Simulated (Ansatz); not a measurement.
# CaTi, from a guessed structure to a relaxed one

Starting from a made-up structure for CaTi, the aim is the relaxed cell, its shortest contacts and, where a second run follows, its electronic structure.

Calculated with Ansatz 0.2.0; DFT, PBE, plane-wave PAW, files of the set soft_1, scalar-relativistic, no spin, cell and ions relaxed at zero pressure; PAW set soft_1, in the first sound run; inputs show where later runs differ.

**1. The structure**

The structure is tetragonal, space group P4/nmm (No. 129). The conventional cell has a = 3.234 Å, b = 3.234 Å, c = 9.933 Å, α = 90.00°, β = 90.00°, γ = 90.00°. Ti has 8 Ti at 3.12 to 3.23 Å and 4 Ca at 3.46 Å nearest. Nearest to Ca lie 8 Ca at 3.23 to 3.46 Å and 4 Ti at 3.46 Å. Farther neighbours are not listed.

Structure file:

```cif
data_structure
_symmetry_space_group_name_H-M 'P4/nmm:1'
_symmetry_Int_Tables_number 129
_cell_length_a 3.2340
_cell_length_b 3.2340
_cell_length_c 9.9330
_cell_angle_alpha 90.000
_cell_angle_beta 90.000
_cell_angle_gamma 90.000
_cell_volume 103.89
loop_
_atom_site_label
_atom_site_type_symbol
_atom_site_symmetry_multiplicity
_atom_site_Wyckoff_symbol
_atom_site_fract_x
_atom_site_fract_y
_atom_site_fract_z
_atom_site_occupancy
Ti1 Ti 2 c 0.50000 0.00000 0.39280 1
Ca1 Ca 2 c 0.50000 0.00000 0.86900 1
```

**2. Relaxing cell and atoms**

The guess takes its coordinates from another compound and its volume from a rule, so the cell and any free coordinates are relaxed together.

File input.yaml:

```yaml
crystal:
  lattice:
    - [3.234, 0.0, 0.0]
    - [0.0, 3.234, 0.0]
    - [0.0, 0.0, 9.933]
  atoms:
    - { symbol: Ti, position: [0.5, 0.0, 0.3928] }
    - { symbol: Ti, position: [0.0, 0.5, 0.6072] }
    - { symbol: Ca, position: [0.5, 0.0, 0.869] }
    - { symbol: Ca, position: [0.0, 0.5, 0.131] }
kpoints:
  mp_grid: { grid: [8, 8, 3] }
scf:
  occupations: { method: fermi_dirac, width: 0.05 }
hamiltonian:
  xc: pbe
  pseudopotentials: { kind: paw, azcp: { folder: soft_1 } }
relax:
  f_tol: 0.015
  max_steps: 70
  cell: {}
output:
  forces: true
  stress: true
```

The run is started by

```
$ ansatz run input.yaml --threads 4 --pin off --max-ram 8192MiB --backend cpu --events-out ev --progress --plain --runs-dir out
```

Numbers of over 12 decimals in the logs are rounded to 6 here.

What it wrote:

```text
Engine: ansatz 0.2.0, aarch64-unknown-linux-gnu
Pseudopotentials: kind: paw
Pseudopotential: Ti, paw, valence charge 12, recommended cutoff 420 eV (normal), soft_1/Ti.paw.azcp
Pseudopotential: Ca, paw, valence charge 10, recommended cutoff 420 eV (normal), soft_1/Ca.paw.azcp
Functional definition: PBE
  parameter kappa = 0.804
  parameter beta = 0.066725
  exchange = pbe_x(kappa = kappa, mu = beta*pi^2/3)
  correlation = pbe_c(beta = beta)
Crystal: 4 atoms, lattice volume = 103.887 Å³
Basis set: ecut = 420 eV, 2073 PW (Γ), exchange–correlation on 48×48×144 points (8 copies of the dense FFT grid, shifted against one another)
Bands: 27, of which v1, the nominal top of the filled ones, is band 22 counted from 1 (21 counted from 0)
Symmetry: 16 space group operations
Space group: P4/nmm (ITA 129), of the structure as read, at distance tolerance 4.7e-5 Å
k-points: 30 of 192
Non-local potential: Ti, projectors of the file, l = 0: 3, l = 1: 2, l = 2: 3, l = 3: 1
Non-local potential: Ca, projectors of the file, l = 0: 3, l = 1: 2, l = 2: 2
PAW form: soft (Blöchl's): semilocal exchange-correlation on the pseudo side does not see the compensation charge
PAW one-centre angular grid: Ti, 590 points (default); XC on 64 Gauss nodes
PAW one-centre angular grid: Ca, 110 points (default); XC on 64 Gauss nodes
Initial density: superposition of atomic densities (chi_scale 0.1, normalization cell, long waves kept (reshape's long-wave potential 0.68 eV rms))
Initial wavefunctions: pseudopotential atomic-orbital guess
Functional: x = pbe(κ = 0.804, μ = 0.219515), c = pbe(β = 0.066725)
SCF iter   1: F=—  HF=-8645.843896 eV  |F-HF|=—  |Δ(HF+E_count)|=         —  Δρ=1.80e-1  dr2=3.46e2  ethr=3.10e-3  ⟨swp⟩=10.2  Hψ=4698  notcnv=0
preconditioner: auto → Kerker (q_TF=auto, 2.364 Å⁻¹)  [metal: Δε(μ)=0.004 eV  Ē_g=2.730 eV  σ=0.050 eV  W_gap=0.02  n_scr=26 (ndim 8)  ℏωp=12.6 eV  f_vac=0.000  D(μ)=7.18/eV (n_scr^D=74)]
SCF iter   2: F=—  HF=-8632.797024 eV  |F-HF|=—  |Δ(HF+E_count)|=    1.30e1  Δρ=1.07e-1  dr2=2.45e1  ethr=3.10e-3  ⟨swp⟩=8.6  Hψ=4263  notcnv=0  defer=4
SCF iter   3: F=—  HF=-8631.033511 eV  |F-HF|=—  |Δ(HF+E_count)|=    1.76e0  Δρ=1.82e-2  dr2=2.11e0  ethr=3.10e-3  ⟨swp⟩=4.7  Hψ=2410  notcnv=0
SCF iter   4: F=—  HF=-8630.876174 eV  |F-HF|=—  |Δ(HF+E_count)|=   1.57e-1  Δρ=9.98e-3  dr2=3.39e-1  ethr=3.10e-3  ⟨swp⟩=2.9  Hψ=1160  notcnv=0
SCF iter   5: F=—  HF=-8630.845534 eV  |F-HF|=—  |Δ(HF+E_count)|=   3.06e-2  Δρ=6.29e-3  dr2=5.60e-2  ethr=7.71e-4  ⟨swp⟩=3.2  Hψ=1137  notcnv=0
SCF iter   6: F=—  HF=-8630.836841 eV  |F-HF|=—  |Δ(HF+E_count)|=   8.69e-3  Δρ=1.21e-3  dr2=1.41e-2  ethr=1.27e-4  ⟨swp⟩=2.9  Hψ=1194  notcnv=0
SCF iter   7: F=—  HF=-8630.836271 eV  |F-HF|=—  |Δ(HF+E_count)|=   5.70e-4  Δρ=3.64e-4  dr2=7.27e-4  ethr=3.22e-5  ⟨swp⟩=1.0  Hψ=811  notcnv=0
SCF iter   8: F=—  HF=-8630.836241 eV  |F-HF|=—  |Δ(HF+E_count)|=   3.08e-5  Δρ=2.40e-4  dr2=1.37e-4  ethr=1.65e-6  ⟨swp⟩=2.0  Hψ=905  notcnv=0
SCF iter   9: F=—  HF=-8630.836232 eV  |F-HF|=—  |Δ(HF+E_count)|=   8.28e-6  Δρ=1.60e-4  dr2=6.20e-5  ethr=3.12e-7  ⟨swp⟩=1.2  Hψ=825  notcnv=0
SCF iter  10: F=—  HF=-8630.836218 eV  |F-HF|=—  |Δ(HF+E_count)|=   1.46e-5  Δρ=1.51e-5  dr2=6.44e-7  ethr=1.41e-7  ⟨swp⟩=2.1  Hψ=925  notcnv=0
SCF iter  11: F=—  HF=-8630.836218 eV  |F-HF|=—  |Δ(HF+E_count)|=   7.33e-8  Δρ=1.11e-5  dr2=8.19e-7  ethr=2.27e-10  ⟨swp⟩=6.0  Hψ=3012  notcnv=0
SCF iter  12: F=-8630.836218 eV  HF=-8630.836218 eV  |F-HF|=5.62e-9  |Δ(HF+E_count)|=   4.07e-8  Δρ=2.09e-6  dr2=6.06e-9  ethr=2.27e-10  ⟨swp⟩=4.0  Hψ=2775  notcnv=0
SCF 1 converged in 12 iterations: F = -8630.836218 eV  dr2 = 6.06e-9
  greatest PAW one-centre occupation: 0.999 electrons in one spin orbital (limit 2), on the Ti atom at site 1 (counted from 0), in its partial waves of l = 0
relax step   1: F+E_penalty+E_count = -8630.83621769 eV  Δ(F+E_penalty+E_count) = +0.000e0 eV  max|allowed force component| = 1.543e0 eV/Å  Δτ_max = 0.0000 Å  P = -0.989 GPa  Ω = 103.887 Å³  (12 SCF iters, dr2 threshold 1.00e-7 eV, accepted)
Crystal: 4 atoms, lattice volume = 103.025 Å³
Basis set: ecut = 420 eV, 2049 PW (Γ), exchange–correlation on 48×48×144 points (8 copies of the dense FFT grid, shifted against one another)
Initial density: handed on by an earlier stage of this run
Initial wavefunctions: those handed on with the density
SCF iter   1: F=—  HF=-8631.894919 eV  |F-HF|=—  |Δ(HF+E_count)|=         —  Δρ=2.60e-2  dr2=6.92e0  ethr=3.10e-3  ⟨swp⟩=9.3  Hψ=3765  notcnv=0
preconditioner: auto → Kerker (q_TF=auto, 2.368 Å⁻¹)  [metal: Δε(μ)=0.010 eV  Ē_g=2.077 eV  σ=0.050 eV  W_gap=0.05  n_scr=26 (ndim 8)  ℏωp=12.7 eV  f_vac=0.000  D(μ)=8.95/eV (n_scr^D=104)]
SCF iter   2: F=—  HF=-8631.645906 eV  |F-HF|=—  |Δ(HF+E_count)|=   2.49e-1  Δρ=1.02e-2  dr2=1.29e0  ethr=3.10e-3  ⟨swp⟩=1.4  Hψ=1065  notcnv=0
SCF iter   3: F=—  HF=-8631.578392 eV  |F-HF|=—  |Δ(HF+E_count)|=   6.75e-2  Δρ=2.49e-3  dr2=6.46e-2  ethr=2.93e-3  ⟨swp⟩=1.5  Hψ=871  notcnv=0
SCF iter   4: F=—  HF=-8631.575981 eV  |F-HF|=—  |Δ(HF+E_count)|=   2.41e-3  Δρ=6.27e-4  dr2=1.07e-3  ethr=1.47e-4  ⟨swp⟩=2.1  Hψ=1010  notcnv=0
SCF iter   5: F=—  HF=-8631.576017 eV  |F-HF|=—  |Δ(HF+E_count)|=   3.64e-5  Δρ=2.13e-4  dr2=9.48e-5  ethr=2.44e-6  ⟨swp⟩=1.9  Hψ=1004  notcnv=0
SCF iter   6: F=—  HF=-8631.576015 eV  |F-HF|=—  |Δ(HF+E_count)|=   2.84e-6  Δρ=5.65e-5  dr2=5.86e-6  ethr=2.15e-7  ⟨swp⟩=2.8  Hψ=1386  notcnv=0
SCF iter   7: F=—  HF=-8631.576014 eV  |F-HF|=—  |Δ(HF+E_count)|=   5.84e-7  Δρ=1.70e-5  dr2=5.62e-7  ethr=9.09e-10  ⟨swp⟩=4.2  Hψ=2738  notcnv=0
SCF iter   8: F=-8631.576014 eV  HF=-8631.576014 eV  |F-HF|=5.91e-8  |Δ(HF+E_count)|=   8.13e-8  Δρ=3.95e-6  dr2=6.99e-8  ethr=9.09e-10  ⟨swp⟩=3.6  Hψ=2304  notcnv=0
SCF 2 converged in 8 iterations: F = -8631.576014 eV  dr2 = 6.99e-8
relax step   2: F+E_penalty+E_count = -8631.57601393 eV  Δ(F+E_penalty+E_count) = -7.398e-1 eV  max|allowed force component| = 6.879e-1 eV/Å  Δτ_max = 0.1950 Å  P = +0.439 GPa  Ω = 103.025 Å³  energy of the carried Pulay correction = +5.869e-5 eV  (8 SCF iters, dr2 threshold 4.00e-7 eV, accepted)
Crystal: 4 atoms, lattice volume = 105.328 Å³
Basis set: ecut = 420 eV, 2057 PW (Γ), exchange–correlation on 48×48×144 points (8 copies of the dense FFT grid, shifted against one another)
SCF iter   1: F=—  HF=-8631.875961 eV  |F-HF|=—  |Δ(HF+E_count)|=         —  Δρ=3.16e-2  dr2=8.26e0  ethr=3.10e-3  ⟨swp⟩=8.9  Hψ=4168  notcnv=0
preconditioner: auto → Kerker (q_TF=auto, 2.359 Å⁻¹)  [metal: Δε(μ)=0.021 eV  Ē_g=2.139 eV  σ=0.050 eV  W_gap=0.10  n_scr=26 (ndim 8)  ℏωp=12.5 eV  f_vac=0.000  D(μ)=7.54/eV (n_scr^D=74)]
SCF iter   2: F=—  HF=-8631.627889 eV  |F-HF|=—  |Δ(HF+E_count)|=   2.48e-1  Δρ=9.99e-3  dr2=9.75e-1  ethr=3.10e-3  ⟨swp⟩=1.9  Hψ=1106  notcnv=0
SCF iter   3: F=—  HF=-8631.590849 eV  |F-HF|=—  |Δ(HF+E_count)|=   3.70e-2  Δρ=2.70e-3  dr2=3.55e-2  ethr=2.22e-3  ⟨swp⟩=1.0  Hψ=810  notcnv=0
SCF iter   4: F=—  HF=-8631.589665 eV  |F-HF|=—  |Δ(HF+E_count)|=   1.18e-3  Δρ=7.35e-4  dr2=1.31e-3  ethr=8.06e-5  ⟨swp⟩=1.8  Hψ=876  notcnv=0
SCF iter   5: F=—  HF=-8631.589688 eV  |F-HF|=—  |Δ(HF+E_count)|=   2.35e-5  Δρ=2.13e-4  dr2=1.55e-4  ethr=2.97e-6  ⟨swp⟩=1.2  Hψ=839  notcnv=0
SCF iter   6: F=—  HF=-8631.589651 eV  |F-HF|=—  |Δ(HF+E_count)|=   3.71e-5  Δρ=4.17e-5  dr2=3.93e-6  ethr=3.53e-7  ⟨swp⟩=1.1  Hψ=813  notcnv=0
SCF iter   7: F=—  HF=-8631.589842 eV  |F-HF|=—  |Δ(HF+E_count)|=   1.90e-4  Δρ=8.02e-5  dr2=4.19e-5  ethr=1.00e-12  ⟨swp⟩=7.7  Hψ=5591  notcnv=0
SCF iter   8: F=—  HF=-8631.589840 eV  |F-HF|=—  |Δ(HF+E_count)|=   1.73e-6  Δρ=2.27e-5  dr2=2.47e-6  ethr=8.94e-9  ⟨swp⟩=2.0  Hψ=972  notcnv=0
SCF iter   9: F=-8631.589840 eV  HF=-8631.589840 eV  |F-HF|=5.86e-9  |Δ(HF+E_count)|=   1.31e-7  Δρ=1.94e-6  dr2=7.86e-9  ethr=9.09e-10  ⟨swp⟩=3.9  Hψ=2399  notcnv=0
SCF 3 converged in 9 iterations: F = -8631.589840 eV  dr2 = 7.86e-9
relax step   3: F+E_penalty+E_count = -8631.58983968 eV  Δ(F+E_penalty+E_count) = -1.383e-2 eV  max|allowed force component| = 1.169e0 eV/Å  Δτ_max = 0.1598 Å  P = +1.718 GPa  Ω = 105.328 Å³  energy of the carried Pulay correction = -9.709e-5 eV  (9 SCF iters, dr2 threshold 4.00e-7 eV, accepted)
[...]
relax step   4: F+E_penalty+E_count = -8631.69432728 eV  Δ(F+E_penalty+E_count) = -1.045e-1 eV  max|allowed force component| = 3.475e-2 eV/Å  Δτ_max = 0.0827 Å  P = +0.163 GPa  Ω = 106.060 Å³  energy of the carried Pulay correction = -1.459e-4 eV  (7 SCF iters, dr2 threshold 4.00e-7 eV, accepted)
[...]
relax step   5: F+E_penalty+E_count = -8631.69609031 eV  Δ(F+E_penalty+E_count) = -1.763e-3 eV  max|allowed force component| = 1.602e-2 eV/Å  Δτ_max = 0.0100 Å  P = -0.007 GPa  Ω = 106.564 Å³  energy of the carried Pulay correction = -1.793e-4 eV  (6 SCF iters, dr2 threshold 4.00e-7 eV, accepted)
[...]
relax step   6: F+E_penalty+E_count = -8631.69653442 eV  Δ(F+E_penalty+E_count) = -4.441e-4 eV  max|allowed force component| = 2.843e-3 eV/Å  Δτ_max = 0.0020 Å  P = -0.029 GPa  Ω = 106.638 Å³  energy of the carried Pulay correction = -1.842e-4 eV  (6 SCF iters, dr2 threshold 6.82e-8 eV, accepted)
[...]
relax step   7: F+E_penalty+E_count = -8631.69660788 eV  Δ(F+E_penalty+E_count) = -7.345e-5 eV  max|allowed force component| = 2.017e-3 eV/Å  Δτ_max = 0.0013 Å  P = -0.009 GPa  Ω = 106.549 Å³  energy of the carried Pulay correction = -1.783e-4 eV  (7 SCF iters, dr2 threshold 7.99e-9 eV, accepted)
Initial wavefunctions: pseudopotential atomic-orbital guess (no wavefunctions were taken with the density)
iter 1 solved again at ethr=1.96e-5 eV; its pass at ethr=3.10e-3 eV (dr2=8.64e-3 eV) is discarded
SCF iter   1: F=—  HF=-8631.696668 eV  |F-HF|=—  |Δ(HF+E_count)|=         —  Δρ=6.29e-5  dr2=3.42e-7  ethr=1.96e-5  ⟨swp⟩=1.8  Hψ=4649  notcnv=0
eigensolver tolerance schedule: the retry pair's looser diagonalisation over-reported the residual by 25251.86 of it (diagonalisation noise at an unbounded share of the residual, at the tolerance the schedule requests for it); recorded, not acted on — ethr = c·dr2/N_el stays at c = 1.0e-1
preconditioner: auto → Kerker (q_TF=auto, 2.354 Å⁻¹)  [metal: Δε(μ)=0.077 eV  Ē_g=2.077 eV  σ=0.050 eV  W_gap=0.37  n_scr=26 (ndim 8)  ℏωp=12.5 eV  f_vac=0.000  D(μ)=3.97/eV (n_scr^D=28)]
SCF iter   2: F=—  HF=-8631.696712 eV  |F-HF|=—  |Δ(HF+E_count)|=   4.44e-5  Δρ=3.18e-5  dr2=9.71e-8  ethr=7.78e-10  ⟨swp⟩=3.7  Hψ=2117  notcnv=0
SCF iter   3: F=—  HF=-8631.696716 eV  |F-HF|=—  |Δ(HF+E_count)|=   3.53e-6  Δρ=1.31e-5  dr2=1.12e-8  ethr=2.21e-10  ⟨swp⟩=2.1  Hψ=1060  notcnv=0
SCF iter   4: F=—  HF=-8631.696716 eV  |F-HF|=—  |Δ(HF+E_count)|=   7.17e-7  Δρ=9.89e-7  dr2=1.25e-9  ethr=2.54e-11  ⟨swp⟩=2.2  Hψ=1263  notcnv=0
SCF iter   5: F=—  HF=-8631.696716 eV  |F-HF|=—  |Δ(HF+E_count)|=   1.23e-9  Δρ=2.66e-7  dr2=1.43e-10  ethr=2.83e-12  ⟨swp⟩=1.4  Hψ=824  notcnv=0
SCF iter   6: F=-8631.696716 eV  HF=-8631.696716 eV  |F-HF|=0.00e0  |Δ(HF+E_count)|=  2.73e-11  Δρ=4.30e-8  dr2=1.54e-12  ethr=1.00e-12  ⟨swp⟩=4.0  Hψ=2417  notcnv=0
SCF 8 converged in 6 iterations: F = -8631.696716 eV  dr2 = 1.54e-12
relax step   8: F+E_penalty+E_count = -8631.69671627 eV  Δ(F+E_penalty+E_count) = -1.084e-4 eV  max|allowed force component| = 1.974e-3 eV/Å  Δτ_max = 0.0000 Å  P = -0.007 GPa  Ω = 106.549 Å³  stress off target by 1.81e-2 GPa  SCF on the basis re-selected at this cell (its energy is not comparable with the rows above)  (6 SCF iters)
basis re-selected at this cell: Δ(F+E_penalty+E_count) = -1.084e-4 eV, ΔP = +0.002 GPa vs the last step (what re-selecting the basis moved, of the pressure what is left beyond the Pulay correction that the steps carried, after the strain that the cell walked since its last selection, with what the two solves' SCF thresholds leave and, on support functions, any second-order correction that the steps lacked; it is no m [...]
SCF converged after 6 iterations
Free energy (F): -8631.696716 eV
Harris-Foulkes:  -8631.696716 eV  (|F-HF|=0.00e0)
Internal energy: -8631.661805 eV  (E = F + TS)
E sigma→0 (E₀):  -8631.679261 eV
Entropy (-TS):   -0.034911 eV (-8.728 meV/atom)
Fermi energy:    8.348895 eV
--- Per-component energies (eV) ---
  E_band       = -710.509218
  E_kinetic    = 1066.859030
  E_local      = -4505.283594  (includes V_loc(G=0)·N_el)
  E_nonlocal   = 301.961767
  E_hartree    = 1761.097621
  E_xc         = -485.376920
  E_vxc        = -604.765921  (∫ρ·V_xc dr)
  E_paw        = -3814.591276  (= ΣΔE_a)
  E_vpaw       = -491.475534  (= ΣTr[D̂ρ^β])
  E_aug_tail   = -0.000165  (compensation charges beyond the density's cutoff)
  E_ewald      = -2956.328268
  E_smearing   = -0.034911  (= −TS)
  E_closure    = -0.000000  (closes the sum)
  Σ components = -8631.696716   (vs F -8631.696716, Δ=0.00e0)
--- Forces (eV/Å), atoms counted from 1 ---
  atom   1  Ti    -0.00000000     0.00000000     0.00165810
  atom   2  Ti     0.00000000     0.00000000    -0.00165810
  atom   3  Ca     0.00000000     0.00000000     0.00197403
  atom   4  Ca    -0.00000000     0.00000000    -0.00197403
  max |Σ_I F_I| component: 4.34e-19 eV/Å
--- Stress (GPa, compression-positive) ---
       -0.018142      -0.000000      -0.000000
       -0.000000      -0.018142      -0.000000
       -0.000000      -0.000000       0.015099
  P = ⅓ Tr σ = -0.0071 GPa (-0.071 kbar)
--- Relaxed structure (7 steps of the walk, 7 accepted, 1 SCFs on fresh bases) ---
  F+E_penalty+E_count = -8631.69671627 eV   max|allowed force component| = 1.974e-3 eV/Å   (the final SCF, on the basis selected at the relaxed cell)
  cell:  # Å, volume = 106.5493 Å³
    - [3.204948, 0, 0.0]
    - [0, 3.204948, 0.0]
    - [0.0, 0.0, 10.373096]
  atoms:
    - { symbol: Ti, position: [0.5, 0.0, 0.420408] }
    - { symbol: Ti, position: [0, 0.5, 0.579592] }
    - { symbol: Ca, position: [0.5, 0, 0.840638] }
    - { symbol: Ca, position: [0, 0.5, 0.159362] }
```

Wall time 8.8 s (4 threads of Arm Neoverse V2, shared host); peak memory 0.44 GiB; 33 s of CPU time.

The steps of the relaxation:

| step | energy less that of the first step (eV) | largest force component (eV/Å) | pressure (GPa) | volume (Å³) |
| --- | --- | --- | --- | --- |
| 1 | 0.0000 | 1.5425 | -0.99 | 103.89 |
| 2 | -0.7398 | 0.6879 | 0.44 | 103.03 |
| 3 | -0.7536 | 1.1688 | 1.72 | 105.33 |
| 4 | -0.8581 | 0.0348 | 0.16 | 106.06 |
| 5 | -0.8599 | 0.0160 | -0.01 | 106.56 |
| 6 | -0.8603 | 0.0028 | -0.03 | 106.64 |
| 7 | -0.8604 | 0.0020 | -0.01 | 106.55 |
| 8* | -0.8605 | 0.0020 | -0.01 | 106.55 |

Relaxation steps marked * repeat the geometry before them on a plane-wave basis chosen anew for their cell, so energy and pressure can jump there.

The run keeps the 16 symmetry operations that it works with, so distortions that break them were not tested.

| conventional cell, symmetrised | before | after | change |
| --- | --- | --- | --- |
| a (Å) | 3.234 | 3.205 | -0.9 % |
| b (Å) | 3.234 | 3.205 | -0.9 % |
| c (Å) | 9.933 | 10.373 | +4.4 % |
| volume (Å³/atom) | 25.97 | 26.64 | +2.6 % |

The atoms that moved most (Å, as changes of fractional coordinates times the final cell):

| atom | dx | dy | dz | length |
| --- | --- | --- | --- | --- |
| Ca4 | 0.000 | 0.000 | 0.294 | 0.294 |
| Ca3 | 0.000 | 0.000 | -0.294 | 0.294 |
| Ti2 | 0.000 | 0.000 | -0.286 | 0.286 |
| Ti1 | 0.000 | 0.000 | 0.286 | 0.286 |

Final coordinates:

```xyz
4
Lattice="3.2049 0.0000 0.0000 0.0000 3.2049 0.0000 0.0000 0.0000 10.3731" Properties=species:S:1:pos:R:3 pbc="T T T"
Ti    1.6025    0.0000    4.3609
Ti    0.0000    1.6025    6.0122
Ca    1.6025    0.0000    8.7200
Ca    0.0000    1.6025    1.6531
```

Numbers from this step:

```
free energy             : -8631.6967 eV
energy at zero smearing : -8631.6793 eV
smearing term TS        : 0.03491 eV
Fermi energy            : 8.349 eV
electrons               : 44
symmetry operations     : 16
pressure                : -0.007062 GPa
```

The shortest distance of each pair, which need not be the same contact before and after:

| pair | guess (Å) | relaxed (Å) |
| --- | --- | --- |
| Ti–Ti | 3.125 | 2.804 |
| Ca–Ca | 3.234 | 3.205 |
| Ca–Ti | 3.463 | 3.531 |

The relaxation ends with a largest force component of 0.0020 eV/Å and a pressure of -0.01 GPa.

(Part 1 of 2 ends here.)

[Logs are printed without paths, hosts, clocks, repeated set-up lines and the standing remarks that a program may print on its own settings, such as how far it seeks lower states.]

[Hosts, paths, dates, database ids (printed as entryN), source tags and the programs' standing remarks are cut or masked in the printed files.]
